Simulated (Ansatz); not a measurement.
# LiMgF3 (built on the sites of a database entry of BaLiF3): following an unstable mode

Aim: this structure of LiMgF3 (built on the sites of a database entry of BaLiF3) is to be tested for unstable modes, and one is followed downhill.

Main program and level: Ansatz 0.2.0; DFT PBEsol, scalar-relativistic, plane waves, PAW.

The structure was built from a prototype and need not be the compound's stable phase.

### 1. The structure

The structure is cubic, space group Pm-3m (No. 221). Conventional cell: a = 3.581 Å, b = 3.581 Å, c = 3.581 Å, α = 90.00°, β = 90.00°, γ = 90.00°. Nearest to Mg lie 12 F at 2.53 Å. Nearest to Li lie 6 F at 1.79 Å. F has 2 Li at 1.79 Å and 4 Mg at 2.53 Å nearest. Farther neighbours and most contacts between anions are not listed.

### 2. Phonons on a q mesh

The cell comes from relaxations at this level that are not shown. Stability and thermal properties need the whole zone. Linear response on a 4×4×4 q mesh gives force constants as far as a supercell of that size would, and the tensors from the zone-centre run are typed in so that the long-range dipole term is interpolated apart.

input.yaml

```yaml
crystal:
  lattice:
    - [3.5809645263, 0.0, 0.0]
    - [0.0, 3.5809645263, 0.0]
    - [0.0, 0.0, 3.5809645263]
  atoms:
    - { symbol: Mg, position: [0.0, 0.0, 0.0] }
    - { symbol: Li, position: [0.5, 0.5, 0.5] }
    - { symbol: F, position: [0.0, 0.5, 0.5] }
    - { symbol: F, position: [0.5, 0.5, 0.0] }
    - { symbol: F, position: [0.5, 0.0, 0.5] }
kpoints:
  mp_grid: { grid: [8, 8, 8] }
hamiltonian:
  xc: pbesol
scf:
  occupations: { method: fixed }
output:
  eigenvalues: true
phonons:
  method: dfpt
  qmesh: [4, 4, 4]
  temperatures: { t_max: 1000, t_step: 50 }
  qpath:
    path:
      - [[0.0, 0.0, 0.0], [0.0, 0.5, 0.0], [0.5, 0.5, 0.0], [0.0, 0.0, 0.0], [0.5, 0.5, 0.5], [0.0, 0.5, 0.0]]
      - [[0.5, 0.5, 0.5], [0.5, 0.5, 0.0]]
    npoints: 10
  non_analytic_term:
    high_frequency_dielectric_tensor: [[2.4317, 0.0, 0.0], [0.0, 2.4317, 0.0], [0.0, 0.0, 2.4317]]
    born_effective_charges:
      - { species: Mg, tensor: [[2.4213, 0.0, 0.0], [0.0, 2.4213, 0.0], [0.0, 0.0, 2.4213]] }
      - { species: Li, tensor: [[0.9382, 0.0, 0.0], [0.0, 0.9382, 0.0], [0.0, 0.0, 0.9382]] }
      - { species: F, tensor: [[-1.0574, 0.0, 0.0], [0.0, -1.151, 0.0], [0.0, 0.0, -1.151]] }
      - { species: F, tensor: [[-1.151, 0.0, 0.0], [0.0, -1.151, 0.0], [0.0, 0.0, -1.0574]] }
      - { species: F, tensor: [[-1.151, 0.0, 0.0], [0.0, -1.0574, 0.0], [0.0, 0.0, -1.151]] }
    source: "zone-centre run at this cell"
```

Run with:

```sh
$ ansatz run input.yaml --threads 4 --pin off --max-ram 7168MiB --backend cpu --events-out ev --progress --plain --runs-dir out
```

Numbers of over 12 decimals in the logs are rounded to 6 here.

The log of the run:

```text
Engine: ansatz 0.2.0, aarch64-unknown-linux-gnu
Pseudopotentials: kind: paw
Pseudopotential: Mg, paw, valence charge 10, recommended cutoff 420 eV (normal), Mg.paw.azcp
Pseudopotential: Li, paw, valence charge 3, recommended cutoff 420 eV (normal), Li.paw.azcp
Pseudopotential: F, paw, valence charge 7, recommended cutoff 420 eV (normal), F.paw.azcp
Functional definition: PBEsol
  exchange = pbesol_x
  correlation = pbesol_c
Crystal: 5 atoms, lattice volume = 45.920 Å³
Basis set: ecut = 420 eV, 895 PW (Γ), exchange–correlation on 48×48×48 points (8 copies of the dense FFT grid, shifted against one another)
Bands: 22, of which v1, the nominal top of the filled ones, is band 17 counted from 1 (16 counted from 0)
Symmetry: 48 space group operations
k-points: 35 of 512
Non-local potential: Mg, projectors of the file, l = 0: 3, l = 1: 2, l = 2: 1
Non-local potential: Li, projectors of the file, l = 0: 3, l = 1: 2, l = 2: 1
Non-local potential: F, projectors of the file, l = 0: 2, l = 1: 2, l = 2: 1
PAW form: soft (Blöchl's): semilocal exchange-correlation on the pseudo side does not see the compensation charge
PAW frozen core: Mg, regenerated for the run's functional, and the local potential with it (the file was generated under x = pbe(κ = 0.804, μ = 0.219515), c = pbe(β = 0.066725))
PAW frozen core: F, regenerated for the run's functional, and the local potential with it (the file was generated under x = pbe(κ = 0.804, μ = 0.219515), c = pbe(β = 0.066725))
PAW one-centre angular grid: Mg, 110 points (default); XC on 64 Gauss nodes
PAW one-centre angular grid: Li, 110 points (default); XC on 64 Gauss nodes
PAW one-centre angular grid: F, 110 points (default); XC on 64 Gauss nodes
Initial density: superposition of atomic densities (neutral atoms: chi_scale 0, normalization atom), corrected by the library's trained network
Initial wavefunctions: pseudopotential atomic-orbital guess
Functional: x = pbesol(κ = 0.804, μ = 0.123457), c = pbesol(β = 0.046)
SCF iter   1: F=—  HF=-4521.924000 eV  |F-HF|=—  |Δ(HF+E_count)|=         —  Δρ=1.71e-2  dr2=8.22e-2  ethr=1.77e-3  ⟨swp⟩=4.5  Hψ=3168  notcnv=0  defer=90
preconditioner: auto → Resta (q_TF=auto, 2.595 Å⁻¹)  ε∞=3.3  [insulator: Δε(μ)=3.525 eV  Ē_g=17.590 eV  n_scr=18 (ndim 8)  ℏωp=26.8 eV  f_vac=0.000  ε∞_Penn≈3.3]
SCF iter   2: F=—  HF=-4521.898295 eV  |F-HF|=—  |Δ(HF+E_count)|=   2.57e-2  Δρ=2.92e-3  dr2=1.37e-3  ethr=2.42e-4  ⟨swp⟩=2.2  Hψ=1473  notcnv=0  defer=94
SCF iter   3: F=—  HF=-4521.898166 eV  |F-HF|=—  |Δ(HF+E_count)|=   1.30e-4  Δρ=1.39e-3  dr2=5.28e-4  ethr=4.03e-6  ⟨swp⟩=2.0  Hψ=1268  notcnv=0  defer=97
SCF iter   4: F=—  HF=-4521.898188 eV  |F-HF|=—  |Δ(HF+E_count)|=   2.20e-5  Δρ=6.23e-4  dr2=1.17e-4  ethr=1.55e-6  ⟨swp⟩=2.0  Hψ=813  notcnv=0  defer=97
SCF iter   5: F=—  HF=-4521.898171 eV  |F-HF|=—  |Δ(HF+E_count)|=   1.66e-5  Δρ=1.32e-4  dr2=7.25e-6  ethr=3.45e-7  ⟨swp⟩=2.8  Hψ=1380  notcnv=0  defer=35
SCF iter   6: F=—  HF=-4521.898171 eV  |F-HF|=—  |Δ(HF+E_count)|=   5.32e-9  Δρ=1.53e-5  dr2=1.39e-7  ethr=2.13e-8  ⟨swp⟩=2.1  Hψ=1049  notcnv=0  defer=35
SCF iter   7: F=—  HF=-4521.898171 eV  |F-HF|=—  |Δ(HF+E_count)|=   4.27e-7  Δρ=2.41e-6  dr2=1.95e-9  ethr=4.08e-10  ⟨swp⟩=2.1  Hψ=1202  notcnv=0  defer=35
SCF iter   8: F=—  HF=-4521.898171 eV  |F-HF|=—  |Δ(HF+E_count)|=  4.31e-10  Δρ=2.35e-7  dr2=1.68e-11  ethr=5.74e-12  ⟨swp⟩=2.1  Hψ=1185  notcnv=0  defer=35
SCF iter   9: F=-4521.898171 eV  HF=-4521.898171 eV  |F-HF|=2.73e-12  |Δ(HF+E_count)|=  2.00e-11  Δρ=3.73e-8  dr2=5.18e-13  ethr=1.00e-12  ⟨swp⟩=9.5  Hψ=3889  notcnv=0
SCF 1 converged in 9 iterations: F = -4521.898171 eV  dr2 = 5.18e-13
  greatest PAW one-centre occupation: 1.001 electrons in one spin orbital (limit 2), on the Li atom at site 1 (counted from 0), in its partial waves of l = 0
NSCF: frozen V_eff on 35 k-points
NSCF: frozen V_eff on 125 k-points
DFPT response loops at q = (0, 0, 0) (fractional): preconditioner auto → none (the input reference at scf.mixing.eps_inf says where Resta's filter doesn't serve); β = 0.50; Broyden in place of MSR1
NSCF: frozen V_eff on 400 k-points
DFPT response loops at q = (0, 0, 0.25) (fractional): mixed as the last ones told, above
NSCF: frozen V_eff on 250 k-points
DFPT response loops at q = (0, 0, -0.5) (fractional): preconditioner auto → Resta (q_TF=auto, 2.595 Å⁻¹)  ε∞=4.0 (no band partly filled); β = 1.00, the filter's whole step (`scf.mixing.beta` (0.50) is not read by the response loops at its default; to damp them type it under 1.00, their step now; it binds the ground state too); Broyden in place of MSR1
NSCF: frozen V_eff on 640 k-points
DFPT response loops at q = (0, 0.25, 0.25) (fractional): preconditioner auto → none (the input reference at scf.mixing.eps_inf says where Resta's filter doesn't serve); β = 0.50; Broyden in place of MSR1
NSCF: frozen V_eff on 400 k-points
DFPT response loops at q = (0, 0.25, -0.5) (fractional): preconditioner auto → Resta (q_TF=auto, 2.595 Å⁻¹)  ε∞=4.0 (no band partly filled); β = 1.00, the filter's whole step (`scf.mixing.beta` (0.50) is not read by the response loops at its default; to damp them type it under 1.00, their step now; it binds the ground state too); Broyden in place of MSR1
NSCF: frozen V_eff on 250 k-points
DFPT response loops at q = (0, -0.5, -0.5) (fractional): mixed as the last ones told, above
NSCF: frozen V_eff on 1024 k-points
DFPT response loops at q = (0.25, 0.25, 0.25) (fractional): preconditioner auto → none (the input reference at scf.mixing.eps_inf says where Resta's filter doesn't serve); β = 0.50; Broyden in place of MSR1
NSCF: frozen V_eff on 640 k-points
DFPT response loops at q = (0.25, 0.25, -0.5) (fractional): preconditioner auto → Resta (q_TF=auto, 2.595 Å⁻¹)  ε∞=4.0 (no band partly filled); β = 1.00, the filter's whole step (`scf.mixing.beta` (0.50) is not read by the response loops at its default; to damp them type it under 1.00, their step now; it binds the ground state too); Broyden in place of MSR1
NSCF: frozen V_eff on 400 k-points
DFPT response loops at q = (0.25, -0.5, -0.5) (fractional): preconditioner auto → none (the input reference at scf.mixing.eps_inf says where Resta's filter doesn't serve); β = 0.50; Broyden in place of MSR1
NSCF: frozen V_eff on 250 k-points
DFPT response loops at q = (-0.5, -0.5, -0.5) (fractional): mixed as the last ones told, above
SCF converged after 9 iterations
Free energy (F): -4521.898171 eV
Harris-Foulkes:  -4521.898171 eV  (|F-HF|=2.73e-12)
Internal energy: -4521.898171 eV  (E = F + TS)
E sigma→0 (E₀):  -4521.898171 eV
Fermi energy:    3.694136 eV
--- Per-component energies (eV) ---
  E_band       = -496.134997
  E_kinetic    = 722.198482
  E_local      = -2994.832021  (includes V_loc(G=0)·N_el)
  E_nonlocal   = 284.510550
  E_hartree    = 1044.964816
  E_xc         = -277.384291
  E_vxc        = -358.205418  (∫ρ·V_xc dr)
  E_paw        = -883.879233  (= ΣΔE_a)
  E_vpaw       = -239.742405  (= ΣTr[D̂ρ^β])
  E_aug_tail   = 0.006183  (compensation charges beyond the density's cutoff)
  E_ewald      = -2417.668847
  E_core_change = 0.186190  (= ΣΔE_core)
  E_smearing   = -0.000000  (= −TS)
  E_closure    = 0.000000  (closes the sum)
  Σ components = -4521.898171   (vs F -4521.898171, Δ=0.00e0)
--- Band table (eV; the first three rows and the last of 35) ---
  k-point 0: bands = [... 13 lower, 2.7011, 3.4348, 3.4348, 3.4348, 7.4334, 16.0539, 16.0539, 18.4144, ... 1 higher]
  k-point 1: bands = [... 13 lower, 2.6488, 3.2149, 3.3856, 3.3856, 7.8255, 15.4801, 16.3140, 18.1769, ... 1 higher]
  k-point 2: bands = [... 13 lower, 2.4707, 2.7790, 3.2950, 3.2950, 8.7767, 14.3268, 16.9776, 17.7296, ... 1 higher]
  k-point 34: bands = [... 13 lower, 3.5203, 3.6941, 3.6941, 3.6941, 10.2566, 15.9847, 15.9847, 15.9847, ... 1 higher]
--- Phonons (Γ-DFPT): 4 representative perturbations + reference (Σ response iterations 14) ---
  ASR residual: 1.038e-3 → 0.000e0 eV/Å²; symmetrization residual: 2.658e-6 eV/Å²
  ASR residual per site (eV/Å²): 4.57e-5 1.02e-3 1.04e-3 1.04e-3 1.04e-3
  Γ frequencies (cm⁻¹): -227.61 -227.61 -227.61 -101.96 -101.96 -101.96 0.00 0.00 0.00 387.50 387.50 387.50 682.80 682.80 682.80
--- Phonons (arbitrary-q DFPT): 10 irreducible q on the 4×4×4 mesh ---
  q = [0.0000, 0.0000, 0.0000] (star 1, of the zone-centre solve; hermiticity 3.45e-7, symmetrization 2.79e-13): -227.61 -227.61 -227.61 -101.96 -101.96 -101.96 -0.00 0.00 0.00 387.50 387.50 387.50 682.80 682.80 682.80
  q = [0.0000, 0.0000, 0.2500] (star 6, 9 solved perturbations in 1560 linear systems a pass and spin channel, the states on 200 of 512 k-point pairs; hermiticity 2.63e-7, symmetrization 4.20e-13): -218.94 -218.94 -99.18 -99.18 -73.84 105.44 105.44 171.07 317.85 373.66 373.66 442.62 681.95 681.95 713.43
  q = [0.0000, 0.0000, -0.5000] (star 3, 9 solved perturbations in 975 linear systems a pass and spin channel, the states on 125 of 512 k-point pairs; hermiticity 2.68e-7, symmetrization 5.33e-9): -207.59 -207.59 -117.08 -117.08 -28.09 169.98 169.98 276.25 287.87 354.79 354.79 523.24 650.23 681.10 681.10
  q = [0.0000, 0.2500, 0.2500] (star 12, 9 solved perturbations in 2460 linear systems a pass and spin channel, the states on 320 of 512 k-point pairs; hermiticity 2.75e-7, symmetrization 2.74e-14): -227.02 -207.78 -178.33 -106.79 38.52 93.33 176.21 238.52 299.34 360.82 422.70 448.64 655.12 681.18 716.33
  q = [0.0000, 0.2500, -0.5000] (star 12, 15 solved perturbations on 200 of 512 k-point pairs; hermiticity 2.67e-7, symmetrization 2.38e-9): -239.64 -192.51 -185.60 -149.40 -38.15 147.85 243.50 251.15 316.35 343.66 423.57 501.47 649.24 680.00 680.40
  q = [0.0000, -0.5000, -0.5000] (star 3, 9 solved perturbations in 975 linear systems a pass and spin channel, the states on 125 of 512 k-point pairs; hermiticity 2.52e-7, symmetrization 1.19e-8): -284.88 -198.51 -198.51 -170.24 113.03 113.03 277.45 277.45 329.15 342.05 425.09 545.25 648.45 648.45 679.71
  q = [0.2500, 0.2500, 0.2500] (star 8, 4 solved perturbations in 1376 linear systems a pass and spin channel, the states on 512 of 512 k-point pairs; hermiticity 5.97e-8, symmetrization 1.78e-13): -220.20 -220.20 -211.04 -149.08 -149.08 74.79 261.87 261.87 312.34 409.14 409.14 459.33 653.17 653.17 717.33
  q = [0.2500, 0.2500, -0.5000] (star 12, 9 solved perturbations in 2460 linear systems a pass and spin channel, the states on 320 of 512 k-point pairs; hermiticity 1.12e-7, symmetrization 8.63e-9): -241.23 -232.83 -195.19 -193.65 -130.43 -96.16 290.65 309.98 332.85 389.46 421.70 501.40 643.58 651.35 690.06
  q = [0.2500, -0.5000, -0.5000] (star 6, 9 solved perturbations in 1560 linear systems a pass and spin channel, the states on 200 of 512 k-point pairs; hermiticity 9.12e-8, symmetrization 1.84e-8): -285.71 -234.70 -234.70 -177.23 -155.16 -155.16 334.19 334.19 352.20 387.86 424.35 540.46 638.40 638.40 668.33
  q = [-0.5000, -0.5000, -0.5000] (star 1, 4 solved perturbations in 350 linear systems a pass and spin channel, the states on 125 of 512 k-point pairs; hermiticity 6.27e-8, symmetrization 2.92e-8): -286.54 -286.54 -286.54 -184.95 -184.95 -184.95 362.42 362.42 362.42 423.60 423.60 578.90 629.11 629.11 629.11
  sum rule: each row above includes the acoustic sum rule's correction from the zone centre's row sums; it moved no ω² by more than (6.32 cm⁻¹)²
  mesh force constants: q→R imaginary residual 1.24e-18; ASR residual 1.038e-3 → 0.000e0 eV/Å²; symmetrization residual 1.066e-14 eV/Å²
  interpolated dispersion: 63 rows × 15 modes
  density of states and harmonic sums: on the 20×20×20 q-mesh, interpolated from the force constants of a 4×4×4 supercell (with the dipole–dipole term of supplied tensors)
  largest difference from the sums on the solved wave vectors: F 9.45e-3 eV, S 1.23e-5 and C_V 3.46e-6 eV/K
  zero-point energy: 0.259632 eV/cell   skipped modes (ω ≤ 0): 1477, of them read as no rigid motion or as one in doubt: 1474 (5.158e0 modes/cell left out, lowest -286.54 cm⁻¹)   left out of the sums: 3.44e-1 of the cell's modes: C_V's classical limit lies that fraction below 3 k_B per atom; for a crystal, a wire or a layer, F and S can be off by more, and a phonons.interpolated_qmesh denser along its periods is the remedy for the sampling
```

Wall time 13 min (4 threads of Arm Neoverse N1, shared host); peak memory 1.4 GiB; 37 min of CPU time.

The column dr2 measures how far the density is from self-consistency, as an energy; F and HF (Harris–Foulkes) agree once it is small.

This step gave:

- gap on the k-mesh: 3.739 eV
- volume per atom: 9.184 Å³
- sum-rule residual before enforcement: 0.001038 eV/Å²
- lowest frequency on the path: -286.5 cm⁻¹
- point group: m-3m
- highest frequency on the path or at a solved wavevector: 749.1 cm⁻¹
- highest optical mode at the zone centre (no LO-TO term): 682.8 cm⁻¹
- lowest optical zone-centre mode: -227.6 cm⁻¹
- lowest mode on the q mesh (acoustic modes at Γ apart): -286.5 cm⁻¹

Frequencies (cm⁻¹) solved at each irreducible wavevector; negative means imaginary. Frequencies by wavevector, by row:

| q in reciprocal lattice units | star | mode 1 | mode 2 | mode 3 | mode 4 | mode 13 | mode 14 | mode 15 |
| --- | --- | --- | --- | --- | --- | --- | --- | --- |
| 0 0 0 | 1 | -227.6 | -227.6 | -227.6 | -102 | 682.8 | 682.8 | 682.8 |
| 0 0 0.25 | 6 | -218.9 | -218.9 | -99.2 | -99.2 | 682 | 682 | 713.4 |
| 0 0 -0.5 | 3 | -207.6 | -207.6 | -117.1 | -117.1 | 650.2 | 681.1 | 681.1 |
| 0 0.25 0.25 | 12 | -227 | -207.8 | -178.3 | -106.8 | 655.1 | 681.2 | 716.3 |
| 0 0.25 -0.5 | 12 | -239.6 | -192.5 | -185.6 | -149.4 | 649.2 | 680 | 680.4 |
| 0 -0.5 -0.5 | 3 | -284.9 | -198.5 | -198.5 | -170.2 | 648.5 | 648.5 | 679.7 |
| 0.25 0.25 0.25 | 8 | -220.2 | -220.2 | -211 | -149.1 | 653.2 | 653.2 | 717.3 |
| 0.25 0.25 -0.5 | 12 | -241.2 | -232.8 | -195.2 | -193.7 | 643.6 | 651.4 | 690.1 |
| 0.25 -0.5 -0.5 | 6 | -285.7 | -234.7 | -234.7 | -177.2 | 638.4 | 638.4 | 668.3 |
| -0.5 -0.5 -0.5 | 1 | -286.5 | -286.5 | -286.5 | -184.9 | 629.1 | 629.1 | 629.1 |

Interpolated from a 4×4×4 q mesh, with the LO-TO term (at Γ the limit along the path; where Γ stands inside the path, tables give the limit on arrival). Phonon branches along the path, in cm⁻¹:

| point | branch 1 | branch 2 | branch 3 | branch 4 | branch 12 | branch 13 | branch 14 | branch 15 |
| --- | --- | --- | --- | --- | --- | --- | --- | --- |
| Γ | -228 | -228 | -102 | -102 | 409 | 683 | 683 | 749 |
| halfway | -219 | -219 | -99 | -99 | 443 | 682 | 682 | 713 |
| X | -208 | -208 | -117 | -117 | 523 | 650 | 681 | 681 |
| halfway | -240 | -192 | -186 | -149 | 502 | 649 | 680 | 680 |
| M | -285 | -198 | -198 | -170 | 545 | 648 | 648 | 680 |
| halfway | -227 | -208 | -178 | -107 | 449 | 655 | 681 | 716 |
| Γ | -228 | -228 | -102 | -102 | 409 | 683 | 683 | 749 |
| halfway | -220 | -220 | -211 | -149 | 459 | 653 | 653 | 717 |
| R | -286 | -286 | -286 | -185 | 579 | 629 | 629 | 629 |
| halfway | -241 | -233 | -195 | -194 | 501 | 644 | 651 | 690 |
| X | -208 | -208 | -117 | -117 | 523 | 650 | 681 | 681 |
| jump to R | -286 | -286 | -286 | -185 | 579 | 629 | 629 | 629 |
| halfway | -286 | -235 | -235 | -177 | 540 | 638 | 638 | 668 |
| M | -285 | -198 | -198 | -170 | 545 | 648 | 648 | 680 |

Symmetry leaves 10 wavevectors to solve. The lowest mode among them, the acoustic zeros apart, lies at q = (-0.5, -0.5, -0.5) and is imaginary, 286.5i cm⁻¹, so the energy falls along it.

### 3. The mode frozen in, largest atomic shift 0 Å

The mode followed lies at q = (0, -0.5, -0.5) with frequency 284.9i cm⁻¹, one of the unstable modes though not the softest. At small amplitude the distorted cell has space group no. 127 by a symmetry search on the positions. The undistorted cell that holds it gives the zero of energy on the same k mesh.

System of this step: LiMgF3 (built on the sites of a database entry of BaLiF3). The structure is cubic, space group Pm-3m (No. 221). Conventional cell: a = 3.581 Å, b = 3.581 Å, c = 3.581 Å, α = 90.00°, β = 90.00°, γ = 90.00°. Mg has 12 F at 2.53 Å nearest. Nearest to Li lie 6 F at 1.79 Å. Nearest to F lie 2 Li at 1.79 Å and 4 Mg at 2.53 Å. Nearest to F lie 2 Li at 1.79 Å and 4 Mg at 2.53 Å. Farther neighbours and most contacts between anions are not listed.

input.yaml

```yaml
crystal:
  lattice:
    - [-3.5809645263, 0.0, 0.0]
    - [0.0, -3.5809645263, -3.5809645263]
    - [0.0, -3.5809645263, 3.5809645263]
  atoms:
    - { symbol: Mg, position: [1.0, 1.0, 0.0] }
    - { symbol: Mg, position: [1.0, 0.5, 0.5] }
    - { symbol: Li, position: [0.5, 0.0, 0.5] }
    - { symbol: Li, position: [0.5, 0.5, 0.0] }
    - { symbol: F, position: [0.0, 0.0, 0.5] }
    - { symbol: F, position: [0.0, 0.5, 0.0] }
    - { symbol: F, position: [0.5, 0.75, 0.75] }
    - { symbol: F, position: [0.5, 0.25, 0.25] }
    - { symbol: F, position: [0.5, 0.75, 0.25] }
    - { symbol: F, position: [0.5, 0.25, 0.75] }
kpoints:
  mp_grid: { grid: [6, 4, 4] }
hamiltonian:
  xc: pbesol
scf:
  occupations: { method: gaussian, width: 0.02 }
output:
  forces: true
  stress: true
  eigenvalues: true
```

The log of the run:

```text
[...]
Crystal: 10 atoms, lattice volume = 91.840 Å³
Basis set: ecut = 420 eV, 1783 PW (Γ), exchange–correlation on 48×72×72 points (8 copies of the dense FFT grid, shifted against one another)
Bands: 44, of which v1, the nominal top of the filled ones, is band 34 counted from 1 (33 counted from 0)
Symmetry: 32 space group operations
[...]
k-points: 24 of 96
[...]
k-point 0: bands = [... 30 lower, 3.4349, 3.4349, 3.5021, 3.6677, 7.4334, 11.8828, 14.0080, 14.0080, ... 5 higher]
  k-point 1: bands = [... 30 lower, 3.2886, 3.3272, 3.4288, 3.5489, 8.1717, 11.2925, 14.1771, 14.2010, ... 5 higher]
  k-point 2: bands = [... 30 lower, 3.0183, 3.0183, 3.4586, 3.4586, 9.7471, 9.7471, 14.7075, 14.7075, ... 5 higher]
  k-point 23: bands = [... 30 lower, 3.5021, 3.5021, 3.6677, 3.6677, 11.8828, 11.8828, 14.0080, 14.0080, ... 5 higher]
[key lines of the parts left out:]
SCF converged after 8 iterations
Free energy (F): -9043.795898 eV
Fermi energy:    5.563812 eV
P = ⅓ Tr σ = 0.0058 GPa (0.058 kbar)
```

The job ended after 3.4 s (4 threads; peak memory 0.41 GiB).

Numbers from this step:

| Quantity | Value |
| --- | --- |
| pressure | 0.005774 GPa |
| energy from the undistorted cell | 0 meV/atom |

At this level the gap is 3.74 eV on the k-mesh of the self-consistent run, which can miss the band edges.

[end of part 1 of 2]

[Logs are printed without paths, hosts, clocks, repeated set-up lines and the standing remarks that a program may print on its own settings, such as how far it seeks lower states.]

[Hosts, paths, dates, database ids (printed as entryN), source tags and the programs' standing remarks are cut or masked in the printed files.]
